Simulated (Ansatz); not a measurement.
# Lattice dynamics of YbPb (P4/mmm), part 3 of 3

Wanted: phonon frequencies of YbPb (P4/mmm) and what follows from them.

Ansatz 0.2.0; DFT PBEsol, scalar-relativistic, plane waves, PAW.

So far. Step 3 (Relaxing to small forces for the phonons): The forces vanish by symmetry and the pressure is -0.001 GPa, within the tolerances set. The cell now holds 27.18 Å³/atom. Step 4 (Zone-centre response): Before it was imposed, the acoustic sum rule was missed by 7.8e-5 eV/Å². Small misses are needed for a sound result but don't prove that mesh and cutoff are converged. The lowest optical mode is real, 78.1 cm⁻¹. The relaxed cell has a = 3.510, c = 4.412 Å (conventional setting).

**5. Response at finite wavevector**

Stability and thermal properties need the whole zone. Linear response on a 4×4×4 q mesh gives force constants as far as a supercell of that size would.

input.yaml

```yaml
crystal:
  lattice:
    - [3.5100672859, 0.0, 0.0]
    - [0.0, 3.5100672859, 0.0]
    - [0.0, 0.0, 4.4117092552]
  atoms:
    - { symbol: Yb, position: [0.5, 0.5, 0.5] }
    - { symbol: Pb, position: [0.0, 0.0, 0.0] }
kpoints:
  mp_grid: { grid: [12, 12, 12] }
hamiltonian:
  xc: pbesol
scf:
  occupations: { method: methfessel_paxton, width: 0.2 }
output:
  eigenvalues: true
phonons:
  method: dfpt
  qmesh: [4, 4, 4]
  temperatures: { t_max: 1000, t_step: 50 }
  qpath:
    path:
      - [[0.0, 0.0, 0.0], [0.0, 0.5, 0.0], [0.5, 0.5, 0.0], [0.0, 0.0, 0.0], [0.0, 0.0, 0.5], [0.0, 0.5, 0.5], [0.5, 0.5, 0.5], [0.0, 0.0, 0.5]]
      - [[0.0, 0.5, 0.0], [0.0, 0.5, 0.5]]
      - [[0.5, 0.5, 0.0], [0.5, 0.5, 0.5]]
    npoints: 10
```

Command:

```console
$ ansatz run input.yaml --threads 8 --pin off --max-ram 14336MiB --backend cpu --events-out ev --progress --plain --runs-dir out
```

Numbers of over 12 decimals in the logs are rounded to 6 here.

What it wrote:

```text
[...]
Crystal: 2 atoms, lattice volume = 54.355 Å³
Basis set: ecut = 420 eV, 1035 PW (Γ), exchange–correlation on 48×48×60 points (8 copies of the dense FFT grid, shifted against one another)
Bands: 23, of which v1, the nominal top of the filled ones, is band 19 counted from 1 (18 counted from 0)
Symmetry: 16 space group operations
k-points: 196 of 1728
[...]
SCF iter   1: F=—  HF=-25432.520113 eV  |F-HF|=—  |Δ(HF+E_count)|=         —  Δρ=2.83e-2  dr2=3.95e-1  ethr=3.10e-3  ⟨swp⟩=5.2  Hψ=19037  notcnv=0
[...]
SCF iter  17: F=-25432.474707 eV  HF=-25432.474707 eV  |F-HF|=1.09e-11  |Δ(HF+E_count)|=  1.09e-11  S|Δr|=    0.00e0  Δρ=6.55e-8  dr2=4.51e-12  ethr=1.00e-12  ⟨swp⟩=7.0  Hψ=25870  notcnv=0
SCF 1 converged in 17 iterations: F = -25432.474707 eV  dr2 = 4.51e-12
[...]
SCF iter   1: F=—  HF=-25432.474707 eV  |F-HF|=—  |Δ(HF+E_count)|=         —  Δρ=1.17e-6  dr2=2.91e-10  ethr=9.42e-8  ⟨swp⟩=4.5  Hψ=36878  notcnv=0
eigensolver tolerance schedule: the retry pair's looser diagonalisation over-reported the residual by 122947.34 of it (diagonalisation noise at an unbounded share of the residual, at the tolerance the schedule requests for it); recorded, not acted on — ethr = c·dr2/N_el stays at c = 1.0e-1
[...]
SCF iter   2: F=—  HF=-25432.474707 eV  |F-HF|=—  |Δ(HF+E_count)|=   6.44e-9  S|Δr|=    0.00e0  Δρ=2.30e-6  dr2=7.97e-10  ethr=1.00e-12  ⟨swp⟩=4.8  Hψ=16455  notcnv=0
[...]
SCF iter   6: F=-25432.474707 eV  HF=-25432.474707 eV  |F-HF|=3.64e-12  |Δ(HF+E_count)|=  7.28e-12  S|Δr|=    0.00e0  Δρ=7.90e-8  dr2=2.37e-12  ethr=1.00e-12  ⟨swp⟩=3.4  Hψ=13587  notcnv=0
SCF 2 converged in 6 iterations: F = -25432.474707 eV  dr2 = 2.37e-12
phonons: the bands overlap, so this run is a metal and interpolates without the dipole-dipole term. If the crystal is really an insulator or semiconductor, its LO-TO splitting is missing
NSCF: frozen V_eff on 196 k-points
WARN: eigensolver did not converge in 17 slots of this pass, the one above among them; of largest residual over every band (k=7): 1 band(s) unlocked (lowest unlocked band 22, counted from 0; max residual 4.05e-3 eV among the unlocked bands, 4.05e-3 eV over every band); of lowest unlocked band (k=7): band 22
[...]
DFPT response loops at q = (0, 0, 0) (fractional): preconditioner auto → Kerker (q_TF=auto, 2.570 Å⁻¹) (partly filled bands, converged f_vac=0.000); β = 1.00, the filter's whole step (`scf.mixing.beta` (0.50) is not read by the response loops under this deck's `scf.mixing.preconditioner`; to damp them name `kerker` or `kerker_dos`, under which they read `scf.mixing.beta`, and type it under 1.00, their step now; both keys bind the ground state too); Broyden in place of MSR1
[...]
SCF converged after 17 iterations
[...]
Free energy (F): -25432.474707 eV
[...]
Internal energy: -25432.588718 eV  (E = F + TS)
E sigma→0 (E₀):  -25432.503210 eV
Entropy (-TS):   0.114011 eV (57.006 meV/atom)
Fermi energy:    13.357935 eV
[...]
--- Band table (eV; the first three rows and the last of 196) ---
  k-point 0: bands = [... 15 lower, 13.1308, 13.1332, 13.1332, 13.5950, 14.1857, 16.8549, 16.8549, 17.3562]
  k-point 1: bands = [... 15 lower, 13.1314, 13.1364, 13.1364, 14.1444, 14.1917, 16.6178, 16.6178, 17.5872]
  k-point 2: bands = [... 15 lower, 13.1326, 13.1460, 13.1460, 14.2084, 14.9314, 16.1900, 16.1900, 18.2608]
  k-point 195: bands = [... 15 lower, 13.1571, 13.1670, 13.1670, 13.1723, 13.1894, 17.0024, 17.4687, 17.4687]
--- Phonons (Γ-DFPT): 4 representative perturbations + reference (Σ response iterations 12) ---
  ASR residual: 6.779e-5 → 0.000e0 eV/Å²; symmetrization residual: 3.187e-5 eV/Å²
  ASR residual per site (eV/Å²): 6.78e-5 4.59e-5
  Γ frequencies (cm⁻¹): 0.00 0.00 0.00 78.09 78.09 102.17
--- Phonons (arbitrary-q DFPT): 18 irreducible q on the 4×4×4 mesh ---
  q = [0.0000, 0.0000, 0.0000] (star 1, of the zone-centre solve; hermiticity 1.76e-5, symmetrization 9.56e-12): -0.00 -0.00 0.00 78.09 78.09 102.17
  q = [0.0000, 0.0000, 0.2500] (star 2, 4 solved perturbations in 1848 linear systems a pass and spin channel, the states on 588 of 1728 k-point pairs; hermiticity 1.20e-5, symmetrization 4.68e-12): 28.35 28.35 45.74 71.78 71.78 101.22
[...]
q = [0.0000, 0.2500, 0.0000] (star 4, 6 solved perturbations on 588 of 1728 k-point pairs; hermiticity 1.45e-5, symmetrization 1.82e-13): 29.20 36.62 54.32 70.18 84.58 92.16
[...]
sum rule: each row above includes the acoustic sum rule's correction from the zone centre's row sums; it moved no ω² by more than (0.33 cm⁻¹)²
  mesh force constants: q→R imaginary residual 2.83e-18; ASR residual 6.779e-5 → 0.000e0 eV/Å²; symmetrization residual 3.553e-15 eV/Å²
  interpolated dispersion: 93 rows × 6 modes
  density of states and harmonic sums: on the 20×20×16 q-mesh, interpolated from the force constants of a 4×4×4 supercell (no non-analytic term)
  largest difference from the sums on the solved wave vectors: F 1.54e-2 eV, S 1.94e-5 and C_V 4.00e-6 eV/K
  zero-point energy: 0.025442 eV/cell   skipped modes (ω ≤ 0): 3   left out of the sums: 7.81e-5 of the cell's modes: C_V's classical limit lies that fraction below 3 k_B per atom; for a crystal, a wire or a layer, F and S can be off by more, and a phonons.interpolated_qmesh denser along its periods is the remedy for the sampling
```

Elapsed: 11 min, on 8 threads of AMD EPYC 9R14 (Zen 4), shared host; peak memory 5.4 GiB.

Numbers from this step:

- sum-rule residual before enforcement: 6.78e-5 eV/Å²
- lowest frequency on the path: 0 cm⁻¹
- highest frequency on the path or at a solved wavevector: 109.5 cm⁻¹
- mean frequency: 68.4 cm⁻¹
- Debye temperature (second moment): 133 K
- logarithmic mean frequency: 64.6 cm⁻¹
- lowest mode on the q mesh (acoustic modes at Γ apart): 28.35 cm⁻¹
- zero-point energy per atom: 12.72 meV
- heat capacity at 300 K: 24.70 J/(mol atoms K)
- vibrational entropy at 300 K: 54.29 J/(mol atoms K)

Frequencies (cm⁻¹) solved at each irreducible wavevector; negative means imaginary. Frequencies by wavevector, by row:

| q in reciprocal lattice units | star | mode 1 | mode 2 | mode 3 | mode 4 | mode 5 | mode 6 |
| --- | --- | --- | --- | --- | --- | --- | --- |
| 0 0 0 | 1 | 0 | 0 | 0 | 78.1 | 78.1 | 102.2 |
| 0 0 0.25 | 2 | 28.4 | 28.4 | 45.7 | 71.8 | 71.8 | 101.2 |
| 0 0 -0.5 | 1 | 51.9 | 51.9 | 55.4 | 55.4 | 76.6 | 83.4 |
| 0 0.25 0 | 4 | 29.2 | 36.6 | 54.3 | 70.2 | 84.6 | 92.2 |
| 0 0.25 0.25 | 8 | 34 | 35.2 | 65.3 | 70.7 | 74.3 | 102.3 |
| 0 0.25 -0.5 | 4 | 39 | 48.1 | 53.5 | 57.4 | 95.2 | 97.3 |
| 0 -0.5 0 | 2 | 50.3 | 54.3 | 62 | 73.8 | 76.1 | 89.2 |
| 0 -0.5 0.25 | 4 | 43.4 | 46.9 | 54.6 | 67.1 | 96.3 | 101.8 |
| 0 -0.5 -0.5 | 2 | 28.8 | 42.3 | 55.5 | 60.5 | 105.5 | 109.5 |
| 0.25 0.25 0 | 4 | 45.1 | 45.9 | 67.2 | 73.2 | 85.2 | 91.2 |
| 0.25 0.25 0.25 | 8 | 44 | 52 | 60.2 | 83.5 | 84.8 | 95.8 |
| 0.25 0.25 -0.5 | 4 | 38.1 | 54.3 | 66.1 | 70.2 | 95 | 97.6 |
| 0.25 -0.5 0 | 4 | 53.6 | 58.8 | 62 | 74.1 | 89 | 96.2 |
| 0.25 -0.5 0.25 | 8 | 47.2 | 59.9 | 67.6 | 74.6 | 93.2 | 98.9 |
| 0.25 -0.5 -0.5 | 4 | 44.4 | 66.4 | 66.6 | 67.2 | 96.5 | 101.6 |
| -0.5 -0.5 0 | 1 | 55.4 | 55.4 | 63.5 | 75 | 102.7 | 102.7 |
| -0.5 -0.5 0.25 | 2 | 61.9 | 61.9 | 66.7 | 81.7 | 94.7 | 94.7 |
| -0.5 -0.5 -0.5 | 1 | 69.5 | 75 | 75 | 79.7 | 79.7 | 86.8 |

Interpolated from a 4×4×4 q mesh. Phonon branches along the path, in cm⁻¹:

| point | branch 1 | branch 2 | branch 3 | branch 4 | branch 5 | branch 6 |
| --- | --- | --- | --- | --- | --- | --- |
| Γ | 0 | 0 | 0 | 78 | 78 | 102 |
| halfway | 29 | 37 | 54 | 70 | 85 | 92 |
| X | 50 | 54 | 62 | 74 | 76 | 89 |
| halfway | 54 | 59 | 62 | 74 | 89 | 96 |
| M | 55 | 55 | 64 | 75 | 103 | 103 |
| halfway | 45 | 46 | 67 | 73 | 85 | 91 |
| Γ | 0 | 0 | 0 | 78 | 78 | 102 |
| halfway | 28 | 28 | 46 | 72 | 72 | 101 |
| Z | 52 | 52 | 55 | 55 | 77 | 83 |
| halfway | 39 | 48 | 54 | 57 | 95 | 97 |
| R | 29 | 42 | 56 | 60 | 106 | 110 |
| halfway | 44 | 66 | 67 | 67 | 96 | 102 |
| A | 70 | 75 | 75 | 80 | 80 | 87 |
| halfway | 38 | 54 | 66 | 70 | 95 | 98 |
| Z | 52 | 52 | 55 | 55 | 77 | 83 |
| jump to X | 50 | 54 | 62 | 74 | 76 | 89 |
| halfway | 43 | 47 | 55 | 67 | 96 | 102 |
| R | 29 | 42 | 56 | 60 | 106 | 110 |
| jump to M | 55 | 55 | 64 | 75 | 103 | 103 |
| halfway | 62 | 62 | 67 | 82 | 95 | 95 |
| A | 70 | 75 | 75 | 80 | 80 | 87 |

The phonon branches as a text plot (rows in cm⁻¹):

```
    107 |                              ****               **
    103 |**         ***     ****      **  **              * *
     98 |         **  **        *    **    **    **      *   *
     94 |  *     **    **  *     *   *      **  *****   **    *
     89 |   *****        **         *         **    **         *
     84 |  ***   *      ** *      ***        *  *    ****      **
     80 |**     *       *   **     *         ****     *      ** *
     75 | *   ********** * ** **  *          ******    *    *   *
     71 |  *              *     *           * * ***     **      *
     66 |   **          **       *         *     * *         ***
     62 |   ************  *      *     ****  * *   **     *** *
     57 |     **********          *********     * * ***** ****
     52 |      *****  ***       * *****            *******
     48 |    **         ** *       * **     *    *    * **
     43 |  **            *       *  *  *** *      *  *    **
     39 |    *            *    *     *             **
     34 |   *                   *     *   *               *
     30 |  *               *           ***                 *
     25 | **                   *
     21 |                     *
     16 | *                 *
     11 |**                 * *
      7 |*
      2 |                    *
         Γ     X     M       Γ    Z     R     A       Z|X  R|M  A
```

The phonon density of states has structure finer than the step of the table below, so its rows give means over 2.5 cm⁻¹, whole bins alone (the curve runs from 0.5 to 110 cm⁻¹). Peaks (cm⁻¹: height): 58.50: 0.144, 62.50: 0.141, 69.50: 0.0861, 97.50: 0.119.

Tetrahedra on a 20×20×16 mesh, mean over bins of 1 cm-1. Interpolated from a 4×4×4 q mesh. The phonon density of states by wavenumber; means over each step:

| wavenumber (cm⁻¹) | phonon density of states (1/cm⁻¹/cell) |
| --- | --- |
| 2.5 | 4.8e-5 |
| 5.0 | 1.8e-4 |
| 7.5 | 5.5e-4 |
| 10.0 | 0.00122 |
| 12.5 | 0.00196 |
| 15.0 | 0.00303 |
| 17.5 | 0.00437 |
| 20.0 | 0.00592 |
| 22.5 | 0.00796 |
| 25.0 | 0.0105 |
| 27.5 | 0.0137 |
| 30.0 | 0.0203 |
| 32.5 | 0.0310 |
| 35.0 | 0.0518 |
| 37.5 | 0.0670 |
| 40.0 | 0.0590 |
| 42.5 | 0.0640 |
| 45.0 | 0.0732 |
| 47.5 | 0.0731 |
| 50.0 | 0.0728 |
| 52.5 | 0.0662 |
| 55.0 | 0.0902 |
| 57.5 | 0.129 |
| 60.0 | 0.127 |
| 62.5 | 0.133 |
| 65.0 | 0.0942 |
| 67.5 | 0.0737 |
| 70.0 | 0.0808 |
| 72.5 | 0.0740 |
| 75.0 | 0.0811 |
| 77.5 | 0.0746 |
| 80.0 | 0.0738 |
| 82.5 | 0.0633 |
| 85.0 | 0.0499 |
| 87.5 | 0.0419 |
| 90.0 | 0.0628 |
| 92.5 | 0.0920 |
| 95.0 | 0.107 |
| 97.5 | 0.115 |
| 100.0 | 0.106 |
| 102.5 | 0.0622 |
| 105.0 | 0.0282 |
| 107.5 | 0.0118 |

Phonopy on the run's constants, 17x17x13 mesh, Gaussian sigma 2.0 cm-1. Interpolated from a 4×4×4 q mesh. Table of partial phonon density of states by wavenumber; read off at these points; values in 1/cm⁻¹/cell:

| wavenumber (cm⁻¹) | Pb | Yb |
| --- | --- | --- |
| -5.00 | 0 | 0 |
| -2.50 | 4.0e-5 | 3.0e-5 |
| 0.00 | 9.0e-5 | 7.0e-5 |
| 2.50 | 5.0e-5 | 4.0e-5 |
| 5.00 | 1.0e-4 | 8.0e-5 |
| 7.50 | 3.8e-4 | 3.2e-4 |
| 10.00 | 8.2e-4 | 6.9e-4 |
| 12.50 | 0.00122 | 0.00103 |
| 15.00 | 0.00151 | 0.00128 |
| 17.50 | 0.00263 | 0.00224 |
| 20.00 | 0.0036 | 0.00309 |
| 22.50 | 0.00395 | 0.00341 |
| 25.00 | 0.00588 | 0.0051 |
| 27.50 | 0.00804 | 0.00703 |
| 30.00 | 0.0113 | 0.00987 |
| 32.50 | 0.0180 | 0.0155 |
| 35.00 | 0.0278 | 0.0236 |
| 37.50 | 0.0323 | 0.0278 |
| 40.00 | 0.0306 | 0.0296 |
| 42.50 | 0.0300 | 0.0359 |
| 45.00 | 0.0292 | 0.0418 |
| 47.50 | 0.0279 | 0.0423 |
| 50.00 | 0.0288 | 0.0430 |
| 52.50 | 0.0341 | 0.0397 |
| 55.00 | 0.0535 | 0.0411 |
| 57.50 | 0.0704 | 0.0495 |
| 58.30 | 0.0716 | 0.0525 |
| 60.00 | 0.0684 | 0.0578 |
| 62.50 | 0.0591 | 0.0609 |
| 65.00 | 0.0480 | 0.0520 |
| 67.50 | 0.0406 | 0.0420 |
| 70.00 | 0.0394 | 0.0377 |
| 72.50 | 0.0428 | 0.0339 |
| 75.00 | 0.0464 | 0.0304 |
| 75.80 | 0.0465 | 0.0304 |
| 77.50 | 0.0447 | 0.0319 |
| 80.00 | 0.0395 | 0.0322 |
| 82.50 | 0.0323 | 0.0280 |
| 85.00 | 0.0266 | 0.0253 |
| 87.50 | 0.0250 | 0.0261 |
| 90.00 | 0.0294 | 0.0347 |
| 92.50 | 0.0398 | 0.0488 |
| 95.00 | 0.0460 | 0.0568 |
| 97.50 | 0.0493 | 0.0598 |
| 100.00 | 0.0448 | 0.0524 |
| 102.50 | 0.0304 | 0.0355 |
| 105.00 | 0.0152 | 0.0183 |
| 107.50 | 0.00621 | 0.00785 |
| 110.00 | 0.00167 | 0.00219 |
| 112.50 | 1.9e-4 | 2.6e-4 |
| 115.00 | 8.8e-6 | 8.8e-6 |
| 117.50 | 0 | 0 |

Second derivatives of the energy by pair, one row for each kind of neighbour of each atom listed. Each entry sums the pair over the periodic images of the supercell that the q mesh stands for, and in a polar crystal it holds the long-range dipole part too. Force constants by pair, by row:

| atom | neighbour | distance (Å) | third of the trace (eV/Å²) | along the pair's line (eV/Å²) |
| --- | --- | --- | --- | --- |
| Yb1 | itself | 0 | 3.321 | – |
| Yb1 | Pb | 3.321 | -0.3236 | -1.093 |
| Yb1 | Yb | 3.51 | -0.1772 | -0.8077 |
| Yb1 | Yb | 4.412 | -0.0485 | -0.2617 |
| Yb1 | Yb | 4.964 | -0.0032 | 0.0052 |
| Yb1 | Yb | 5.638 | -0.0102 | 0.0178 |
| Yb1 | Pb | 5.972 | -0.0061 | -0.0077 |
| Yb1 | Yb | 6.641 | 0.0244 | 0.0825 |
| Yb1 | Yb | 7.02 | -0.0031 | -0.0283 |
| Pb2 | itself | 0 | 3.856 | – |
| Pb2 | Yb | 3.321 | -0.3236 | -1.093 |
| Pb2 | Pb | 3.51 | -0.2061 | -0.5349 |
| Pb2 | Pb | 4.412 | -0.0976 | -0.3416 |
| Pb2 | Pb | 4.964 | -0.0146 | -0.0301 |
| Pb2 | Pb | 5.638 | -0.0019 | -0.0115 |
| Pb2 | Yb | 5.972 | -0.0061 | -0.0077 |
| Pb2 | Pb | 6.641 | -0.0024 | 0.0037 |
| Pb2 | Pb | 7.02 | -0.0411 | -0.1089 |

Harmonic thermodynamic functions per atom, from the density of states. Interpolated from a 4×4×4 q mesh. Thermodynamic functions, by row:

| T (K) | F_vib (meV/atom) | S (J/mol-atom/K) | C_V (J/mol-atom/K) |
| --- | --- | --- | --- |
| 0 | 12.72 | 0 | 0 |
| 50 | 10.21 | 13.36 | 18.07 |
| 100 | -0.75 | 27.83 | 22.88 |
| 200 | -39.04 | 44.33 | 24.4 |
| 300 | -90.48 | 54.29 | 24.7 |
| 400 | -150.6 | 61.41 | 24.8 |
| 500 | -217.2 | 66.95 | 24.85 |
| 600 | -289 | 71.48 | 24.88 |
| 700 | -365.2 | 75.32 | 24.9 |
| 800 | -445 | 78.64 | 24.91 |
| 900 | -528 | 81.58 | 24.91 |
| 1000 | -614 | 84.2 | 24.92 |

Harmonic mean-square displacement, third of the trace. Interpolated from a 4×4×4 q mesh. Mean square displacements, by row:

| T (K) | Yb1 U_eq (Å²) | Pb2 U_eq (Å²) |
| --- | --- | --- |
| 0 | 0.00161 | 0.00136 |
| 100 | 0.00466 | 0.00402 |
| 300 | 0.01338 | 0.01155 |
| 600 | 0.02665 | 0.02301 |

Symmetry leaves 18 wavevectors to solve. The lowest mode among them, the acoustic zeros apart, lies at q = (0, 0, 0.25) and is real, 28.4 cm⁻¹.

**6. Results**

- space group after relaxation (within 0.01 Å): P4/mmm
- volume per atom: 27.2 Å³
- electronic character: no gap on this mesh
- highest optical mode at the zone centre (no LO-TO term): 102 cm⁻¹
- lowest optical zone-centre mode: 78.1 cm⁻¹
- lowest mode on the q mesh (acoustic modes at Γ apart): 28.4 cm⁻¹
- highest frequency on the path or at a solved wavevector: 110 cm⁻¹
- zero-point energy per atom: 12.7 meV
- heat capacity at 300 K: 24.7 J/(mol atoms K)
- vibrational entropy at 300 K: 54.3 J/(mol atoms K)
- Debye temperature (second moment): 133 K
- imaginary modes on the 4×4×4 q mesh: none

What this shows: The structure is a minimum as far as tested: no mode is imaginary at the 18 irreducible wavevectors of the 4×4×4 mesh, and the softest away from the acoustic zeros lies at 28 cm⁻¹. The optical modes at Γ span 78 to 102 cm⁻¹. With no gap, or one that is small against the smearing, the frequencies hang on the k mesh and the smearing, most of all near Kohn anomalies. The phonon runs are without spin polarisation, although Yb often carries a moment. The 4f shell is treated without a U, so valence and screening may be off. Spin-orbit coupling is left out, which can matter for the heavy elements here. A phonon run warned that its eigensolver left some bands unconverged in a pass. These are harmonic frequencies at zero temperature: anharmonic shifts, linewidths and thermal expansion are left out.

[Logs are printed without paths, hosts, clocks, repeated set-up lines and the standing remarks that a program may print on its own settings, such as how far it seeks lower states.]

[Hosts, paths, dates, database ids (printed as entryN), source tags and the programs' standing remarks are cut or masked in the printed files.]
